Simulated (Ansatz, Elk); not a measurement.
## Bonding as seen by X-rays: BiB3

The structure of BiB3 used here is made up (a known structure type with other elements) and was relaxed beforehand with PBE. The aim is the Fourier transform of its all-electron density, F(hkl), set beside the sum over free spherical atoms that refinements use.

Main program and level: Elk 11.2.3 (patched build); DFT, PBE, all-electron APW+lo, Dirac cores, scalar-relativistic bands, static density, no spin.

The structure was built from a prototype and need not be the compound's stable phase.

### 1. The structure

It takes space group Pm-3m (No. 221, cubic). The conventional cell has a = 3.816 Å, b = 3.816 Å, c = 3.816 Å, α = 90.00°, β = 90.00°, γ = 90.00°. Bi has 12 B at 2.70 Å nearest. Nearest to B lie 4 Bi at 2.70 Å and 8 B at 2.70 Å. Farther neighbours are not listed.

### 2. Ground state and structure factors

An all-electron density is needed, since X-rays see the cores too. Task 0 finds the density and task 195 Fourier-transforms it; tshift is off so that phases refer to the origin typed.

Contents of elk.in:

```
tasks
  0
  195

xctype
  20

spinpol
  .false.

rgkmax
  7.0

gmaxvr
  14.0

lmaxo
  7

lmaxapw
  8

swidth
  0.002

tshift
  .false.

ramdisk
  .false.

hmaxvr
  5.5

maxscl
  120

epspot
  1e-06

sppath
  './'

avec
  7.21103401334 -0.00000000000 -0.00000000000
  0.00000000000 7.21103401334 0.00000000000
  0.00000000000 0.00000000000 7.21103401334

atoms
  2
  'Bi.in'
  1
  -0.0000000000 0.0000000000 0.0000000000   0.000000 0.000000 0.000000
  'B.in'
  3
  0.5000000000 0.5000000000 -0.0000000000   0.000000 0.000000 0.000000
  0.5000000000 -0.0000000000 0.5000000000   0.000000 0.000000 0.000000
  0.0000000000 0.5000000000 0.5000000000   0.000000 0.000000 0.000000

ngridk
  6 6 6
```

Command:

```console
> OMP_NUM_THREADS=4 elk
```

Numbers of over 12 decimals in the logs are rounded to 6 here.

Log:

```text
┌─────────────────────────┐
│ Elk code version 11.2.3 │
└─────────────────────────┘

All units are atomic (Hartree, Bohr, etc.)

┌─────────────────────────────────────────────────┐
│ Ground-state run starting from atomic densities │
└─────────────────────────────────────────────────┘

Lattice vectors :
   7.211034013      -0.000000000      -0.000000000
   0.000000000       7.211034013       0.000000000
   0.000000000       0.000000000       7.211034013

Reciprocal lattice vectors :
  0.8713293122       0.000000000       0.000000000
   0.000000000      0.8713293122      -0.000000000
   0.000000000      -0.000000000      0.8713293122

Unit cell volume      :    374.9666409
Brillouin zone volume :   0.6615260836

Muffin-tin inner radius fraction :   0.1000000000E-01

Nuclei treated as point charges

Species : 1 (Bi)
 parameters loaded from : Bi.in
 name : bismuth
 nuclear charge    :   -83.00000000
 electronic charge :    83.00000000
 atomic mass :    380947.9285
 muffin-tin radius :    2.800000000
 number of radial points in muffin-tin :   1393
 inner part over the whole radius :   0.9976520004E-02
 number on inner part of muffin-tin    :   1001
 approximate nuclear radius :   0.1052171418E-03
 number of mesh points to nuclear radius :    526
 atomic positions (lattice), magnetic fields (Cartesian) :
  1 :   0.00000000  0.00000000  0.00000000    0.00000000  0.00000000  0.00000000

Species : 2 (B)
 parameters loaded from : B.in
 name : boron
 nuclear charge    :   -5.000000000
 electronic charge :    5.000000000
 atomic mass :    19707.24742
 muffin-tin radius :    1.800000000
 number of radial points in muffin-tin :    593
 inner part over the whole radius :   0.9957276294E-02
 number on inner part of muffin-tin    :    405
 approximate nuclear radius :   0.4534157419E-04
 number of mesh points to nuclear radius :    161
 atomic positions (lattice), magnetic fields (Cartesian) :
  1 :   0.50000000  0.50000000  0.00000000    0.00000000  0.00000000  0.00000000
  2 :   0.50000000  0.00000000  0.50000000    0.00000000  0.00000000  0.00000000
  3 :   0.00000000  0.50000000  0.50000000    0.00000000  0.00000000  0.00000000

Total number of atoms per unit cell :    4
Total muffin-tin volume :    165.2393960
 ratio of muffin-tin to unit cell volume :   0.4406775910

Spin treatment :
 spin-unpolarised

Number of Bravais lattice symmetries :   48
Number of crystal symmetries         :   48
Crystal has inversion symmetry
Real symmetric eigensolver will be used

k-point grid :      6     6     6
k-point offset :    0.000000000       0.000000000       0.000000000
k-point set is reduced with full crystal symmetry group
Total number of k-points :       20

Muffin-tin radius times maximum |G+k| :    7.000000000
 using average radius
Maximum |G+k| for APW functions       :    3.414634146
Maximum (1/2)|G+k|²                   :    5.829863177
Maximum |G| for potential and density :    14.00000000
Constant for pseudocharge density :   10
 order of it for each species :   17  17
 order of it for pair densities of each species (exact exchange by exxq0 0: 18) :   17   6
Radial integration step length :    1

G-vector grid sizes :     35    35    35
Number of G-vectors :    17365

Maximum angular momentum used for
 APW functions            :    8
 outer part of muffin-tin :    7
 inner part of muffin-tin :    2

Total nuclear charge    :   -98.00000000
Total core charge       :    74.00000000
Total valence charge    :    24.00000000
Total excess charge     :    0.000000000
Total electronic charge :    98.00000000

Effective Wigner radius, rₛ :   0.9702701017

Number of empty states         :     16
Total number of valence states :     29
Total number of core states    :     74

Third-order local-orbitals added for an l without core states : T
Total number of local-orbitals :     36

Exchange-correlation functional :     20     0     0
 Perdew-Burke-Ernzerhof, Phys. Rev. Lett. 77, 3865 (1996)
 gradient requirement :    1
[...]
xc potential                :     -533.45830154443
 exchange                    :     -404.88986683134
 correlation                 :     -5.651176
 electron entropic           :    -0.61892871738602E-03
 total energy                :     -21659.305872299

Density of states at Fermi energy :    49.94937185
 (states/Hartree/unit cell)

Estimated indirect band gap :   0.3327742437E-02
 from k-point 15 to k-point 15
Estimated direct band gap   :   0.3327742437E-02
 at k-point 15

Charges :
 core                        :    74.00000000
 valence                     :    24.00000000
 interstitial                :    6.062727557
 muffin-tins (core leakage)
  species : 1 (Bi)
   atom 1                    :    81.12515754     (  0.7328198005E-03)
  species : 2 (B)
   atom 1                    :    3.604038302     (  0.6441958109E-04)
[...]
total in muffin-tins        :    91.93727244
 total calculated charge     :    97.99828883
 total charge                :    98.00000000
 error                       :   0.1711171050E-02

RMS change in Kohn-Sham potential (target) :    3.080666092     (  0.1000000000E-05)
Absolute change in total energy (target)   :    2.734930845     (  0.1000000000E-03)

[... loops 3 to 12 left out ...]

┌──────────────────┐
│ Loop number : 13 │
└──────────────────┘

Energies :
 Fermi                       :     0.278942
 sum of occupied eigenvalues :     -13407.097857482
 electron kinetic            :      25320.237972246
 core electron kinetic       :      25162.947885987
 Coulomb                     :     -46565.362538296
 Coulomb potential           :     -38190.147479969
 nuclear-nuclear             :     -1476.6811801137
 electron-nuclear            :     -52006.460604888
 Hartree                     :      6917.7792467058
 Madelung                    :     -27470.288798312
 xc potential                :     -537.18834975902
 exchange                    :     -404.98735565891
 correlation                 :     -5.654054
 electron entropic           :    -0.28509782511585E-03
 total energy                :     -21655.766261144

Density of states at Fermi energy :    18.06109698
 (states/Hartree/unit cell)

Estimated indirect band gap :   0.1130898014E-01
 from k-point 9 to k-point 15
Estimated direct band gap   :   0.1305989072E-01
 at k-point 15

Charges :
 core                        :    74.00000000
 valence                     :    24.00000000
 interstitial                :    5.956678846
 muffin-tins (core leakage)
  species : 1 (Bi)
[...]
species : 2 (B)
[...]
total in muffin-tins        :    92.04332115
 total calculated charge     :    97.99840596
 total charge                :    98.00000000
 error                       :   0.1594040787E-02

RMS change in Kohn-Sham potential (target) :   0.6743232516E-06 (  0.1000000000E-05)
Absolute change in total energy (target)   :   0.8518015966E-04 (  0.1000000000E-03)

Convergence targets achieved

┌──────────────────┐
│ Loop number : 14 │
└──────────────────┘

Energies :
 Fermi                       :     0.278942
 sum of occupied eigenvalues :     -13407.097846970
 electron kinetic            :      25320.237965264
 core electron kinetic       :      25162.947871326
 Coulomb                     :     -46565.362523604
 Coulomb potential           :     -38190.147466394
 nuclear-nuclear             :     -1476.6811801137
 electron-nuclear            :     -52006.460588862
 Hartree                     :      6917.7792453725
 Madelung                    :     -27470.288790406
 xc potential                :     -537.18834583893
 exchange                    :     -404.98735555205
 correlation                 :     -5.654054
 electron entropic           :    -0.28509809829714E-03
 total energy                :     -21655.766253325

Density of states at Fermi energy :    18.06112193
 (states/Hartree/unit cell)

Estimated indirect band gap :   0.1130896845E-01
 from k-point 9 to k-point 15
Estimated direct band gap   :   0.1305986230E-01
 at k-point 15

Charges :
 core                        :    74.00000000
 valence                     :    24.00000000
 interstitial                :    5.956678697
 muffin-tins (core leakage)
  species : 1 (Bi)
[...]
species : 2 (B)
   atom 1                    :    3.562756212     (  0.6455914523E-04)
   atom 2                    :    3.562756212     (  0.6455914523E-04)
   atom 3                    :    3.562756212     (  0.6455914523E-04)
 total in muffin-tins        :    92.04332130
 total calculated charge     :    97.99840596
 total charge                :    98.00000000
 error                       :   0.1594040555E-02

┌──────────────────────────────┐
│ Self-consistent loop stopped │
└──────────────────────────────┘

Warning : core states of species 1 leak from the muffin-tin :   0.6906352403E-03

Wrote STATE.OUT
```

The job ended after 11 s (4 threads of Arm Neoverse V2, shared host; peak memory 0.2 GiB).

SFACRHO.OUT:

```text

h k l indices transformed by vhmat matrix:
   1.000000000       0.000000000       0.000000000    
   0.000000000       1.000000000       0.000000000    
   0.000000000       0.000000000       1.000000000    

      h      k      l  multipl.   |H|            Re(F)            Im(F)           |F|

      0      0      0      1   0.0000000       97.999999     -0.31030914E-16   97.999999    
     -1      0      0      6  0.87132931       72.152461      0.15342224E-14   72.152461    
      1     -1      0     12   1.2322457       68.405111     -0.28912900E-15   68.405111    
     -1     -1     -1      8   1.5091866       75.382035     -0.40586967E-14   75.382035    
      0      0     -2      6   1.7426586       71.721688     -0.25853348E-14   71.721688    
     -1     -2      0     24   1.9483516       60.951463      0.20507403E-14   60.951463    
      1     -2      1     24   2.1343122       59.119232      0.25025169E-14   59.119232    
      0      2     -2     12   2.4644915       62.701008      0.58275824E-15   62.701008    
      0     -3      0      6   2.6139879       54.384449     -0.96321942E-15   54.384449    
     -1      2     -2     24   2.6139879       54.313326      0.24274864E-14   54.313326    
      3      1      0     24   2.7553852       52.985207      0.21799310E-14   52.985207    
      1     -3      1     24   2.8898724       58.261370      0.18161482E-14   58.261370    
     -2      2      2      8   3.0183733       57.049490      0.20661163E-14   57.049490    
     -3      2      0     24   3.1416225       49.629414      0.30659924E-15   49.629414    
     -3      1      2     48   3.2602158       48.642145     -0.26737996E-14   48.642145    
      0     -4      0      6   3.4853172       52.854080     -0.38481609E-14   52.854080    
      2     -2     -3     24   3.5925828       46.076154      0.10629839E-14   46.076154    
      4     -1      0     24   3.5925828       46.066071      0.29138126E-14   46.066071
```

Elk indexes on the primitive cell of elk.in and gives |H| = 4π sin θ/λ in inverse bohr. Below, one row stands for each form hkl of the conventional cell (m members, Friedel mates merged), F is for one primitive cell and the density is static (no thermal factor). Free-atom factors are Waasmaier and Kirfel's, and R is Σm||F|−|F'||/Σm|F|.

```csv
hkl,m,sin θ/λ (Å⁻¹),"abs F, DFT",neutral atoms,diff.
100,6,0.131,72.153,72.354,-0.201
110,12,0.185,68.405,68.555,-0.150
111,8,0.227,75.382,75.355,+0.027
200,6,0.262,71.722,71.822,-0.100
210,24,0.293,60.952,60.925,+0.026
211,24,0.321,59.119,59.012,+0.108
220,12,0.371,62.701,62.711,-0.010
300,6,0.393,54.384,54.315,+0.069
221,24,0.393,54.313,54.315,-0.002
310,24,0.414,52.985,53.008,-0.023
311,24,0.435,58.261,58.279,-0.017
222,8,0.454,57.050,57.041,+0.008
320,24,0.472,49.629,49.634,-0.005
321,48,0.490,48.642,48.659,-0.017
```

### 3. The highest occupied states alone

An energy window below the Fermi level keeps the highest occupied states, to see at which angles they scatter; shallow core shells can lie inside it and anion s states outside. No new self-consistency is needed.

Changes to elk.in since step 2:

```diff
@@ -1,3 +1,2 @@
 tasks
-  0
   195
@@ -40,2 +39,5 @@
 
+wsfac
+  -0.088550 0.578940
+
 sppath
```

Command:

```console
> OMP_NUM_THREADS=4 elk
```

Log:

```text
┌─────────────────────────────────┐
│ Elk code version 11.2.3 started │
└─────────────────────────────────┘

Info(readinput): the functional depends on the density's gradient
 muffin-tin radial points multiplied by    2.00000
 (not where nrmtscf is given)

┌────────────────────┐
│ Current task : 195 │
└────────────────────┘

Info(sfacrho): density structure factors written to SFACRHO.OUT

 Energy window :  -0.8855000000E-01  0.5789400000

┌──────────────────┐
│ Elk code stopped │
└──────────────────┘
```

The job ended after 4.3 s (4 threads; peak memory 0.2 GiB).

States within 10 eV below the Fermi level hold 12.00 electrons; any levels below the window count with the cores. Their amplitudes can exceed the total, where window and core parts have opposite phase:

```csv
hkl,sin θ/λ (Å⁻¹),"abs F, window","abs F, all"
100,0.131,0.654,72.153
110,0.185,0.681,68.405
111,0.227,1.680,75.382
200,0.262,0.809,71.722
210,0.293,0.218,60.952
211,0.321,0.064,59.119
220,0.371,0.018,62.701
300,0.393,0.081,54.384
221,0.393,0.023,54.313
310,0.414,0.040,52.985
```

### 4. Another try

In this try the input is made faulty on purpose, to show what that does.

The input is changed as shown.

Changes to elk.in since step 3:

```diff
@@ -1,2 +1,3 @@
 tasks
+  0
   195
@@ -34,3 +35,3 @@
 maxscl
-  120
+  40
 
@@ -39,7 +40,7 @@
 
-wsfac
-  -0.088550 0.578940
-
 sppath
   './'
+
+scale
+  0.52917721
```

Command:

```console
> OMP_NUM_THREADS=4 elk
```

Log:

```text
┌─────────────────────────┐
│ Elk code version 11.2.3 │
└─────────────────────────┘

All units are atomic (Hartree, Bohr, etc.)

┌─────────────────────────────────────────────────┐
│ Ground-state run starting from atomic densities │
└─────────────────────────────────────────────────┘

Lattice vectors :
   3.815914860      -0.000000000      -0.000000000
   0.000000000       3.815914860       0.000000000
   0.000000000       0.000000000       3.815914860

Reciprocal lattice vectors :
   1.646573767       0.000000000       0.000000000
[...]
total charge                :    98.00000000
 error                       :    1.114916197

┌──────────────────────────────┐
│ Self-consistent loop stopped │
└──────────────────────────────┘

Warning : the lowest level lies among the core levels :   -2.345784675     -0.5091973224E-01

Warning : core states of species 1 leak from the muffin-tin :    1.105078945

Warning : core states of species 2 leak from the muffin-tin :   0.3025520287E-02

Warning : the occupied levels lie far from the species files' linearisation energy :    1.932781020

Warning : more electrons lie deep than the shells out of the core hold :   2.00000       0.00000

Wrote STATE.OUT
[key lines of the parts left out:]
total energy                :     -21676.881799898
```

It took 7 s on 4 threads; peak memory 0.2 GiB.

The run finished. A setting was moved off its sound value on purpose, so it serves as a test and not as the result.

The fault put into the input: lattice vectors in angstrom read as bohr.

Its structure factors differ from the first run's by R = 27.0 %.

(Part 1 of 2 ends here.)

[Logs are printed without paths, hosts, clocks, repeated set-up lines and the standing remarks that a program may print on its own settings, such as how far it seeks lower states.]

[Hosts, paths, dates, database ids (printed as entryN), source tags and the programs' standing remarks are cut or masked in the printed files.]
